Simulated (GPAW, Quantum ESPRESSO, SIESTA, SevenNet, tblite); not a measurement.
# Predicting plane-wave site energies from SIESTA DZP, PBE: a vacancy of Zr in Ta(100)/ZrC(100) interface (56 atoms)

The cell holds 56 atoms: 24 Ta, 16 Zr and 16 C. Its edges and angles: a = 13.619 Å, b = 6.606 Å, c = 11.983 Å, α = 90.0°, β = 90.0°, γ = 104.0°. Bcc Ta(100), 3 repeat layers, 8 surface cells, strained -0.00 and +0.00 %; rock-salt ZrC(100), 2 layers, 8 cells, -0.57 and -0.57 %; outer planes 3.13 Å apart and 3.19 Å at the second interface of the periodic stack; not relaxed, displaced by a Gaussian of 0.02 Å. Then the atoms were relaxed with SevenNet 0 in the fixed cell. Regions: Ta, 24 atoms (24 Ta); ZrC, 32 atoms (16 Zr and 16 C).

Calculated with Quantum ESPRESSO 7.5: PBE; plane waves, SSSP efficiency, 45/360 Ry; k-points Γ. The cheaper level is PBE; DZP orbitals, shift 0.01 Ry, mesh 300 Ry; k-points Γ. Each row is one cell with a vacancy of Zr, relaxed with SevenNet 0; both levels solve the same cells, and energies are counted from site Zr41 at each level.

```
energy from SIESTA DZP, PBE (eV)  energy from plane waves (eV)  site
                           0.000                             0  Zr41
                           1.045                         1.211  Zr31
                           1.087                             ?     ?
                           1.216                         1.326  Zr25
```

Task: Fit a straight line to the rows given and interpolate to the withheld row.

Worked fit:

Take u as the energy from SIESTA DZP, PBE and v as that from plane waves.

```
 u (eV)   v (eV)
      0        0
1.04456  1.21149
1.21604  1.32585
```

With n = 3: mean u = 0.753534, mean v = 0.845779, Σ(u − ū)² = 0.86642, Σ(u − ū)(v − v̄) = 0.96579. Slope b = 0.96579 / 0.86642 = 1.1147; intercept a = v̄ − b ū = 0.0058239.

At the withheld site u = 1.087, and v = a + b u.

Prediction at 1.087: 1.217 eV. The run gave 1.257 eV, so the fit is low by 0.039 eV (3.1 % of the value).

The slope of 1.1 says that SIESTA DZP, PBE spreads the sites about as widely as plane waves do. Taken as it stands, without the line, its value misses the withheld site by 0.17 eV. Among the rows given, the largest miss of the fit is at 1.045, by 0.041 eV (3.1 % of the range of the table).

Limits: Few sites, one cell. The geometries are those of SevenNet 0, not of DFT.

[Logs are printed without paths, hosts, clocks, repeated set-up lines and the standing remarks that a program may print on its own settings, such as how far it seeks lower states.]

[Hosts, paths, dates, database ids (printed as entryN), source tags and the programs' standing remarks are cut or masked in the printed files.]
